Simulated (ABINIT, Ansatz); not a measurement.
## How the form of the self-energy moves the gap of ScHO2 (R-3m)

Aim: compare treatments of exchange, screening and correlation for the gap of ScHO2 (R-3m).

Main program and level: ABINIT 10.8.3; PBEsol and many-body steps on it, plane waves.

### Step 1. Set-up

Symmetry: R-3m, No. 166, trigonal system. The conventional cell has a = 3.233 Å, b = 3.233 Å, c = 13.593 Å, α = 90.00°, β = 90.00°, γ = 120.00°. Nearest to Sc lie 6 O at 2.14 Å. Nearest to H lie 2 O at 1.22 Å. Nearest to O lie 1 H at 1.22 Å and 3 Sc at 2.14 Å. Farther neighbours and most contacts between anions are not listed.

Coordinates:

```cif
data_structure
_symmetry_space_group_name_H-M 'R-3m:H'
_symmetry_Int_Tables_number 166
_cell_length_a 3.2332
_cell_length_b 3.2332
_cell_length_c 13.5928
_cell_angle_alpha 90.000
_cell_angle_beta 90.000
_cell_angle_gamma 120.000
_cell_volume 123.05
loop_
_atom_site_label
_atom_site_type_symbol
_atom_site_symmetry_multiplicity
_atom_site_Wyckoff_symbol
_atom_site_fract_x
_atom_site_fract_y
_atom_site_fract_z
_atom_site_occupancy
Sc1 Sc 3 a 0.00000 0.00000 0.00000 1
H1 H 3 b 0.66667 0.33333 0.83333 1
O1 O 6 c 0.66667 0.33333 0.92303 1
```

The cell and positions are those that the Materials Project relaxed with its own functionals (PBE, PBE+U or r2SCAN), kept fixed.

### Step 2. Empty states on the mesh, 4×4×4 mesh, 142 bands

This step: ABINIT 10.8.3; DFT, PBEsol, plane waves, norm-conserving pseudopotentials.

The sums over transitions need many empty states on a uniform mesh; this step solves for them.

run.abi reads:

```
acell 3*1.0 Angstrom
rprim 
  1.616589043500 0.933338119408 4.530924155205
  -1.616589043500 0.933338119408 4.530924155205
  0.000000000000 -1.866676238893 4.530924155189
ntypat 3
znucl 21 1 8
natom 4
typat 1 2 3 3
xred 
  0.000000000000 0.000000000000 0.000000000000
  0.500000000000 0.500000000000 0.500000000000
  0.589701000000 0.589701000000 0.589701000000
  0.410299000000 0.410299000000 0.410299000000
pp_dirpath "pseudos"
pseudos "Sc.upf, H.upf, O.upf"
ecut 36
ngkpt 4 4 4
nshiftk 1
shiftk 0 0 0
kptopt 1
chksymbreak 0
irdden 1
istwfk *1
nband 142
prtvol 0
optdriver 6
gwr_task "HDIAGO"
paral_kgb 0
occopt 1
indata_prefix "in"
outdata_prefix "out"
tmpdata_prefix "tmp"
```

Launch:

```console
OMP_NUM_THREADS=1 mpirun -n 4 abinit run.abi > log
```

The program printed:

```text
.Version 10.8.3 of ABINIT. v10.8.2 released Aug 2026.

 Symmetries : space group R-3 m (#166); Bravais hR (rhombohedral)
[... echo of the input left out ...]
== DATASET  1 ==================================================================
-   mpi_nproc: 4, omp_nthreads: 1 (-1 if OMP is not activated)

--- !DatasetInfo
iteration_state: {dtset: 1, }
dimensions: {natom: 4, nkpt: 13, mband: 142, nsppol: 1, nspinor: 1, nspden: 1, mpw: 2864, }
cutoff_energies: {ecut:  36.0, pawecutdg:  -1.0, }
[...]
Indirect band gap semiconductor
 Fundamental gap:     4.075 (eV)
   VBM:     3.067 (eV) at k: [ 5.0000E-01,  5.0000E-01,  5.0000E-01]
   CBM:     7.142 (eV) at k: [ 5.0000E-01,  5.0000E-01,  0.0000E+00]
 Direct gap:         4.632 (eV) at k: [ 2.5000E-01,  2.5000E-01,  0.0000E+00]

== END DATASET(S) ==============================================================
================================================================================

 -outvars: echo values of variables after computation  --------
           etotal      0.0000000000E+00
            nband         142
             nkpt          13
          spgroup         166
 [... the other variables as echoed above ...]

 Calculation completed.
```

The job ended after 2.2 min (4 MPI ranks of Arm Neoverse N1, shared host; peak memory 2 GiB; 8.6 min of CPU time).

This step gave:

```yaml
gap: 4.075 eV
k_of_the_valence_top: 0.5, 0.5, 0.5
k_of_the_conduction_bottom: 0.5, 0.5, 0
least_direct_gap: 4.632 eV
k_points_computed: 13
lowest_point_of_the_top_converged_band_above_the_valence_top: 109.4652 eV
```

On this mesh the gap is 4.075 eV.

The density comes from a self-consistent run that is not shown.

### Step 3. Screening, 4×4×4 mesh, 61 bands, screening to 141.5 eV

The RPA dielectric matrix is built and inverted for each q.

This step: RPA screening on PBEsol, plane waves, norm-conserving pseudopotentials.

run.abi, as its differences from that of step 2:

```diff
@@ -22,10 +22,11 @@
 chksymbreak 0
-irdden 1
 istwfk *1
-nband 142
-prtvol 0
-optdriver 6
-gwr_task "HDIAGO"
-paral_kgb 0
 occopt 1
+irdwfk 1
+optdriver 3
+nband 61
+ecuteps 5.2
+inclvkb 2
+awtr 1
+symchi 1
 indata_prefix "in"
```

The program printed:

```text
.Version 10.8.3 of ABINIT. v10.8.2 released Aug 2026.

 Symmetries : space group R-3 m (#166); Bravais hR (rhombohedral)
[... echo of the input left out ...]
== DATASET  1 ==================================================================
-   mpi_nproc: 4, omp_nthreads: 1 (-1 if OMP is not activated)

--- !DatasetInfo
iteration_state: {dtset: 1, }
dimensions: {natom: 4, nkpt: 13, mband: 61, nsppol: 1, nspinor: 1, nspden: 1, mpw: 2864, }
cutoff_energies: {ecut:  36.0, pawecutdg:  -1.0, }
electrons: {nelect:   2.40000000E+01, charge:   0.00000000E+00, occopt:   1.00000000E+00, tsmear:   1.00000000E-02, }

 SCREENING: Calculation of the susceptibility and dielectric matrices

 Based on a program developped by R.W. Godby, V. Olevano, G. Onida, and L. Reining.
 Incorporated in ABINIT by V. Olevano, G.-M. Rignanese, and M. Torrent.
.Using double precision arithmetic ; gwpc =  8

[... cell and pseudopotentials left out ...]
--------------------------------------------------------------------------------

 ==== K-mesh for the wavefunctions ====
 Number of points in the irreducible wedge :    13
[... list of points left out ...]
 Together with 12 symmetry operations and time-reversal symmetry
 yields    64 points in the full Brillouin Zone.

 ==== Q-mesh for the screening function ====
 Number of points in the irreducible wedge :    13
[... list of points left out ...]
 Together with 12 symmetry operations and time-reversal symmetry
 yields    64 points in the full Brillouin Zone.

 setmesh: FFT mesh size selected  =    36x   36x   36
          total number of points  =        46656

 vcoul_init : cutoff-mode = AUXILIARY_FUNCTION
 q-points for optical limit:   1
     1)      0.000010    0.000020    0.000030

- screening: taking advantage of time-reversal symmetry
- Maximum band index for partially occupied states nbvw = 12
- Remaining bands to be divided among processors   nbcw = 49
- Number of bands treated by each node ~12

 Number of electrons calculated from density =   24.0000; Expected =   24.0000
 average of density, n =  0.086704
 r_s =    1.4016
 omega_plasma =   28.4037 [eV]

 calculating chi0 at frequencies [eV] :
  1    0.000000E+00    0.000000E+00
  2    0.000000E+00    2.840368E+01

--------------------------------------------------------------------------------
  q-point number  1        q = ( 0.000000, 0.000000, 0.000000) [r.l.u.]
--------------------------------------------------------------------------------
[... chi0 elements left out ...]
 For q-point:  0.000010 0.000020 0.000030
  dielectric constant =   3.9213
  dielectric constant without local fields =   4.2708

  Average fulfillment of the sum rule on Im[epsilon] for q-point    1 :     52.86  [%]
[... wings left out ...]
  q-point number  2        q = ( 0.250000, 0.000000, 0.000000) [r.l.u.]
--------------------------------------------------------------------------------
[... chi0 elements left out ...]
  Average fulfillment of the sum rule on Im[epsilon] for q-point    2 :     64.78  [%]

 [... 11 further q-points ...]
```

It took 1.7 min on 4 MPI ranks; peak memory 1.3 GiB.

This step gave:

- ε∞ with local fields, on this mesh, along the program's q direction: 3.921
- the same without local fields: 4.271
- plasma frequency: 28.40 eV
- plane waves in the screening matrix: 159

Local fields lower ε∞ by 8 %.

### Step 4. G0W0, Godby-Needs plasmon pole

The self-energy is evaluated for the states that the input lists, and the levels follow from it, in one-shot runs by the linearised quasiparticle equation.

This step: G0W0 on PBEsol, plane waves, norm-conserving pseudopotentials.

run.abi, as its differences from that of step 3:

```diff
@@ -25,8 +25,21 @@
 irdwfk 1
-optdriver 3
+optdriver 4
 nband 61
+gwcalctyp 0
+ecutsigx 36
+symsigma 1
+nkptgw 4
+kptgw 
+  0.5000000000 0.5000000000 0.5000000000
+  0.5000000000 0.5000000000 0.0000000000
+  0.2500000000 0.2500000000 0.0000000000
+  0.0000000000 0.0000000000 0.0000000000
+bdgw 
+  11 14
+  11 14
+  11 14
+  10 15
 ecuteps 5.2
-inclvkb 2
-awtr 1
-symchi 1
+irdscr 1
+ppmodel 1
 indata_prefix "in"
```

The program printed:

```text
.Version 10.8.3 of ABINIT. v10.8.2 released Aug 2026.

 Symmetries : space group R-3 m (#166); Bravais hR (rhombohedral)
[... echo of the input left out ...]
== DATASET  1 ==================================================================
-   mpi_nproc: 4, omp_nthreads: 1 (-1 if OMP is not activated)

--- !DatasetInfo
iteration_state: {dtset: 1, }
dimensions: {natom: 4, nkpt: 13, mband: 61, nsppol: 1, nspinor: 1, nspden: 1, mpw: 2864, }
cutoff_energies: {ecut:  36.0, pawecutdg:  -1.0, }
electrons: {nelect:   2.40000000E+01, charge:   0.00000000E+00, occopt:   1.00000000E+00, tsmear:   1.00000000E-02, }

 SIGMA: Calculation of the GW corrections

 Based on a program developped by R.W. Godby, V. Olevano, G. Onida, and L. Reining.
 Incorporated in ABINIT by V. Olevano, G.-M. Rignanese, and M. Torrent.
.Using double precision arithmetic ; gwpc =  8

[... cell and pseudopotentials left out ...]
--------------------------------------------------------------------------------

 ==== K-mesh for the wavefunctions ====
 Number of points in the irreducible wedge :    13
[... list of points left out ...]
 Together with 12 symmetry operations and time-reversal symmetry
 yields    64 points in the full Brillouin Zone.

 ==== Q-mesh for screening function ====
 Number of points in the irreducible wedge :    13
[... list of points left out ...]
 Together with 12 symmetry operations and time-reversal symmetry
 yields    64 points in the full Brillouin Zone.

 vcoul_init : cutoff-mode = AUXILIARY_FUNCTION
 q-points for optical limit:   1
     1)      0.000010    0.000020    0.000030
 setmesh: FFT mesh size selected  =    50x   50x   50
          total number of points  =       125000

 Number of electrons calculated from density =   24.0000; Expected =   24.0000
 average of density, n =  0.086704
 r_s =    1.4016
 omega_plasma =   28.4037 [eV]

 === KS Band Gaps ===
  >>>> For spin  1
   Minimum direct gap =   4.6318 [eV], located at k-point      :   0.2500  0.2500  0.0000
   Fundamental gap    =   4.0754 [eV], Top of valence bands at :   0.5000  0.5000  0.5000
                                       Bottom of conduction at :   0.5000  0.5000  0.0000
 SIGMA fundamental parameters:
 PLASMON POLE MODEL  1
 number of plane-waves for SigmaX                 2831
 number of plane-waves for SigmaC and W            159
 number of plane-waves for wavefunctions          2831
 number of bands                                    61
 number of independent spin polarizations            1
 number of spinorial components                      1
 number of k-points in IBZ                          13
 number of q-points in IBZ                          13
 number of symmetry operations                      12
 number of k-points in BZ                           64
 number of q-points in BZ                           64
 number of frequencies for dSigma/dE                 9
 frequency step for dSigma/dE [eV]                0.25
 number of omega for Sigma on real axis              0
 max omega for Sigma on real axis  [eV]           0.00
 zcut for avoiding poles [eV]                     0.10

 EPSILON^-1 parameters (SCR file):
 dimension of the eps^-1 matrix on file            159
 dimension of the eps^-1 matrix used               159
 number of plane-waves for wavefunctions          2831
 number of bands                                    61
 number of q-points in IBZ                          13
 number of frequencies                               2
 number of real frequencies                          1
 number of imag frequencies                          1

 matrix elements of self-energy operator (all in [eV])

 Perturbative Calculation

--- !SelfEnergy_ee
iteration_state: {dtset: 1, }
kpoint     : [   0.500,    0.500,    0.500, ]
spin       : 1
KS_gap     :    4.934
QP_gap     :    7.936
Delta_QP_KS:    3.002
data: !SigmaeeData |
     Band     E0 <VxcDFT>   SigX SigC(E0)      Z dSigC/dE  Sig(E)    E-E0       E
       11   3.067 -19.951 -25.357   4.744   0.787  -0.271 -20.472  -0.521   2.546
       12   3.067 -19.951 -25.357   4.744   0.787  -0.271 -20.472  -0.521   2.546
       13   8.001 -17.845  -9.591  -5.174   0.805  -0.242 -15.364   2.481  10.481
       14   8.001 -17.845  -9.591  -5.174   0.805  -0.242 -15.364   2.481  10.481

--- !SelfEnergy_ee
iteration_state: {dtset: 1, }
kpoint     : [   0.500,    0.500,    0.000, ]
spin       : 1
KS_gap     :    4.687
QP_gap     :    7.319
Delta_QP_KS:    2.632
data: !SigmaeeData |
     Band     E0 <VxcDFT>   SigX SigC(E0)      Z dSigC/dE  Sig(E)    E-E0       E
       11   1.905 -18.813 -24.581   4.821   0.786  -0.272 -19.557  -0.744   1.162
       12   2.455 -19.523 -24.644   4.432   0.791  -0.264 -20.068  -0.546   1.909
[...]
--- !SelfEnergy_ee
iteration_state: {dtset: 1, }
kpoint     : [   0.250,    0.250,    0.000, ]
spin       : 1
KS_gap     :    4.632
QP_gap     :    7.267
Delta_QP_KS:    2.636
data: !SigmaeeData |
     Band     E0 <VxcDFT>   SigX SigC(E0)      Z dSigC/dE  Sig(E)    E-E0       E
[...]
--- !SelfEnergy_ee
iteration_state: {dtset: 1, }
kpoint     : [   0.000,    0.000,    0.000, ]
spin       : 1
KS_gap     :    4.782
QP_gap     :    7.160
Delta_QP_KS:    2.377
data: !SigmaeeData |
     Band     E0 <VxcDFT>   SigX SigC(E0)      Z dSigC/dE  Sig(E)    E-E0       E
[...]
13   7.804 -15.155  -8.027  -4.740   0.818  -0.222 -13.201   1.954   9.758
       14   7.972 -17.763  -9.560  -5.145   0.806  -0.240 -15.298   2.465  10.437
       15   7.972 -17.763  -9.560  -5.145   0.806  -0.240 -15.298   2.465  10.437

== END DATASET(S) ==============================================================
================================================================================

 -outvars: echo values of variables after computation  --------
           etotal      0.0000000000E+00
            nband          61
             nkpt          13
          spgroup         166
 [... the other variables as echoed above ...]

 Calculation completed.
```

It took 27 s on 4 MPI ranks; peak memory 1.1 GiB.

This step gave:

```
G0W0 gap on the mesh                         : 6.629 eV
starting gap on the mesh                     : 4.075 eV
k of the valence top                         : 0, 0, 0
k of the conduction bottom                   : 0.5, 0.5, 0
Z at the valence top                         : 0.793
Z at the conduction bottom                   : 0.817
least direct G0W0 gap on the computed points : 7.159 eV
```

The gap on the mesh goes from 4.08 eV to 6.63 eV, a correction of +2.55 eV.

### Step 5. G0W0, von der Linden-Horsch plasmon pole

run.abi, as its differences from that of step 4:

```diff
@@ -43,3 +43,3 @@
 irdscr 1
-ppmodel 1
+ppmodel 3
 indata_prefix "in"
```

The program printed:

```text
.Version 10.8.3 of ABINIT. v10.8.2 released Aug 2026.

 Symmetries : space group R-3 m (#166); Bravais hR (rhombohedral)
[... echo of the input left out ...]
== DATASET  1 ==================================================================
-   mpi_nproc: 4, omp_nthreads: 1 (-1 if OMP is not activated)

--- !DatasetInfo
iteration_state: {dtset: 1, }
dimensions: {natom: 4, nkpt: 13, mband: 61, nsppol: 1, nspinor: 1, nspden: 1, mpw: 2864, }
cutoff_energies: {ecut:  36.0, pawecutdg:  -1.0, }
electrons: {nelect:   2.40000000E+01, charge:   0.00000000E+00, occopt:   1.00000000E+00, tsmear:   1.00000000E-02, }

 SIGMA: Calculation of the GW corrections

 Based on a program developped by R.W. Godby, V. Olevano, G. Onida, and L. Reining.
 Incorporated in ABINIT by V. Olevano, G.-M. Rignanese, and M. Torrent.
.Using double precision arithmetic ; gwpc =  8

[... cell and pseudopotentials left out ...]
--------------------------------------------------------------------------------

 ==== K-mesh for the wavefunctions ====
 Number of points in the irreducible wedge :    13
[... list of points left out ...]
 Together with 12 symmetry operations and time-reversal symmetry
 yields    64 points in the full Brillouin Zone.

 ==== Q-mesh for screening function ====
 Number of points in the irreducible wedge :    13
[... list of points left out ...]
 Together with 12 symmetry operations and time-reversal symmetry
 yields    64 points in the full Brillouin Zone.

 vcoul_init : cutoff-mode = AUXILIARY_FUNCTION
 q-points for optical limit:   1
     1)      0.000010    0.000020    0.000030
 setmesh: FFT mesh size selected  =    50x   50x   50
          total number of points  =       125000

 Number of electrons calculated from density =   24.0000; Expected =   24.0000
[...]
matrix elements of self-energy operator (all in [eV])

 Perturbative Calculation

--- !SelfEnergy_ee
iteration_state: {dtset: 1, }
kpoint     : [   0.500,    0.500,    0.500, ]
spin       : 1
KS_gap     :    4.934
QP_gap     :    8.241
Delta_QP_KS:    3.307
data: !SigmaeeData |
     Band     E0 <VxcDFT>   SigX SigC(E0)      Z dSigC/dE  Sig(E)    E-E0       E
       11   3.067 -19.951 -25.357   4.593   0.860  -0.163 -20.651  -0.700   2.367
       12   3.067 -19.951 -25.357   4.593   0.860  -0.163 -20.651  -0.700   2.367
       13   8.001 -17.845  -9.591  -5.270   0.874  -0.145 -15.238   2.607  10.608
[...]
--- !SelfEnergy_ee
iteration_state: {dtset: 1, }
kpoint     : [   0.500,    0.500,    0.000, ]
spin       : 1
KS_gap     :    4.687
QP_gap     :    7.535
Delta_QP_KS:    2.848
data: !SigmaeeData |
     Band     E0 <VxcDFT>   SigX SigC(E0)      Z dSigC/dE  Sig(E)    E-E0       E
[...]
--- !SelfEnergy_ee
iteration_state: {dtset: 1, }
kpoint     : [   0.250,    0.250,    0.000, ]
spin       : 1
KS_gap     :    4.632
QP_gap     :    7.481
Delta_QP_KS:    2.849
data: !SigmaeeData |
     Band     E0 <VxcDFT>   SigX SigC(E0)      Z dSigC/dE  Sig(E)    E-E0       E
[...]
--- !SelfEnergy_ee
iteration_state: {dtset: 1, }
kpoint     : [   0.000,    0.000,    0.000, ]
spin       : 1
KS_gap     :    4.782
QP_gap     :    7.334
Delta_QP_KS:    2.551
data: !SigmaeeData |
     Band     E0 <VxcDFT>   SigX SigC(E0)      Z dSigC/dE  Sig(E)    E-E0       E
[...]
14   7.972 -17.763  -9.560  -5.245   0.874  -0.144 -15.178   2.586  10.558
       15   7.972 -17.763  -9.560  -5.245   0.874  -0.144 -15.178   2.586  10.558

== END DATASET(S) ==============================================================
================================================================================

 -outvars: echo values of variables after computation  --------
           etotal      0.0000000000E+00
            nband          61
             nkpt          13
          spgroup         166
 [... the other variables as echoed above ...]

 Calculation completed.
```

It took 18 s on 4 MPI ranks; peak memory 1 GiB; 72 s of CPU time.

Numbers from this step:

```yaml
g0w0_gap_on_the_mesh: 6.798 eV
starting_gap_on_the_mesh: 4.075 eV
k_of_the_valence_top: 0, 0, 0
k_of_the_conduction_bottom: 0.5, 0.5, 0
z_at_the_valence_top: 0.863
z_at_the_conduction_bottom: 0.881
least_direct_g0w0_gap_on_the_computed_points: 7.333 eV
```

Against G0W0 in ABINIT (4×4×4 mesh, 61 bands, screening to 141.5 eV, Godby-Needs plasmon pole), the gap moves by +0.169 eV.

### Step 6. G0W0, Engel-Farid plasmon pole

run.abi, as its differences from that of step 5:

```diff
@@ -43,3 +43,3 @@
 irdscr 1
-ppmodel 3
+ppmodel 4
 indata_prefix "in"
```

The program printed:

```text
.Version 10.8.3 of ABINIT. v10.8.2 released Aug 2026.

 Symmetries : space group R-3 m (#166); Bravais hR (rhombohedral)
[... echo of the input left out ...]
== DATASET  1 ==================================================================
-   mpi_nproc: 4, omp_nthreads: 1 (-1 if OMP is not activated)

--- !DatasetInfo
iteration_state: {dtset: 1, }
dimensions: {natom: 4, nkpt: 13, mband: 61, nsppol: 1, nspinor: 1, nspden: 1, mpw: 2864, }
cutoff_energies: {ecut:  36.0, pawecutdg:  -1.0, }
[...]
Band     E0 <VxcDFT>   SigX SigC(E0)      Z dSigC/dE  Sig(E)    E-E0       E
[...]
14   7.972 -17.763  -9.560  -5.122   0.822  -0.217 -15.231   2.533  10.505
       15   7.972 -17.763  -9.560  -5.122   0.822  -0.217 -15.231   2.533  10.505

== END DATASET(S) ==============================================================
================================================================================

 -outvars: echo values of variables after computation  --------
           etotal      0.0000000000E+00
            nband          61
             nkpt          13
          spgroup         166
 [... the other variables as echoed above ...]

 Calculation completed.
```

Wall time 18 s (4 MPI ranks); peak memory 1 GiB.

Numbers from this step:

```yaml
g0w0_gap_on_the_mesh: 6.710 eV
starting_gap_on_the_mesh: 4.075 eV
k_of_the_valence_top: 0, 0, 0
k_of_the_conduction_bottom: 0.5, 0.5, 0
least_direct_g0w0_gap_on_the_computed_points: 7.243 eV
```

Against G0W0 in ABINIT (4×4×4 mesh, 61 bands, screening to 141.5 eV, Godby-Needs plasmon pole), the gap moves by +0.081 eV.

[end of part 1 of 2]

[Paths, hosts, dates, memory and timing lines, banners, echoed tables and standing remarks are left out of the program output.]

[Logs are printed without paths, hosts, clocks, repeated set-up lines and the standing remarks that a program may print on its own settings, such as how far it seeks lower states.]

[Runs of the session that timed out or met a known fault of the program may be left out.]

[Hosts, paths, dates, database ids (printed as entryN), source tags and the programs' standing remarks are cut or masked in the printed files.]

[G0W0 gaps are taken among the corrected bands and points alone; a level outside them can change the order at an edge.]

[Where Ansatz stands beside ABINIT at settings called matched, ABINIT's density can come from a denser mesh and the files from another edition; pairs whose starting gaps differed by over 0.03 eV were left out, so agreement reads better than it is.]
